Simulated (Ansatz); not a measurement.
An input for Ansatz 0.2.0 (Sr2TiSnO6 (Fm-3m)):

```yaml
crystal:
  lattice:
    - [0.0, 4.02926758, 4.02926758]
    - [4.02926758, 0.0, 4.02926758]
    - [4.02926758, 4.02926758, 0.0]
  atoms:
    - { symbol: Sr, position: [0.25, 0.25, 0.25] }
    - { symbol: Sr, position: [0.75, 0.75, 0.75] }
    - { symbol: Ti, position: [0.5, 0.5, 0.5] }
    - { symbol: Sn, position: [0.0, 0.0, 0.0] }
    - { symbol: O, position: [0.74410874, 0.25589126, 0.25589126] }
    - { symbol: O, position: [0.25589126, 0.74410874, 0.74410874] }
    - { symbol: O, position: [0.25589126, 0.74410874, 0.25589126] }
    - { symbol: O, position: [0.74410874, 0.25589126, 0.74410874] }
    - { symbol: O, position: [0.25589126, 0.25589126, 0.74410874] }
    - { symbol: O, position: [0.74410874, 0.74410874, 0.25589126] }
kpoints:
  mp_grid: { grid: [4, 4, 4] }
hamiltonian:
  xc: { exchange: pbe, correlation: pbe, exx: { coeff: 0.9 } }
  pseudopotentials: { kind: paw, azcp: { folder: soft_1 } }
scf:
  occupations: { method: fixed }
gw:
  n_empty_bands: 545
  ecut_chi: 150.0
  qp_bands: [v3, c3]
  qp_kpoints: band_edges
  screening: { model: contour_deformation }
```

```sh
ansatz run input.yaml --threads 2 --pin off --max-ram 92160MiB --backend cuda --events-out ev --progress --plain --runs-dir out --devices 1 --max-vram 13GiB
```

Estimate wall time and host memory on 1 × NVIDIA H100 80GB HBM3 (shared by 6 runs) with 2 threads of AMD EPYC 7R13 (Zen 3), shared host.

It took 91 s; on shared hardware allow 46 s to 3 min. Peak host memory was 2.1 GiB. The sizes that set the cost: 2637 plane waves a state, 8 irreducible k points, 586 bands summed, 537 plane waves in the screening and 25 SCF cycles.

The screening grows as filled bands × empty bands × pairs of k points, times the square of the screening basis for the matrix.

[Paths, hosts, dates, memory and timing lines, banners, echoed tables and standing remarks are left out of the program output.]

[Logs are printed without paths, hosts, clocks, repeated set-up lines and the standing remarks that a program may print on its own settings, such as how far it seeks lower states.]

[Runs of the session that timed out or met a known fault of the program may be left out.]

[Cells called generated may have been cut or substituted from an entry of the Crystallography Open Database or the Materials Project.]

[Hosts, paths, dates, database ids (printed as entryN), source tags and the programs' standing remarks are cut or masked in the printed files.]
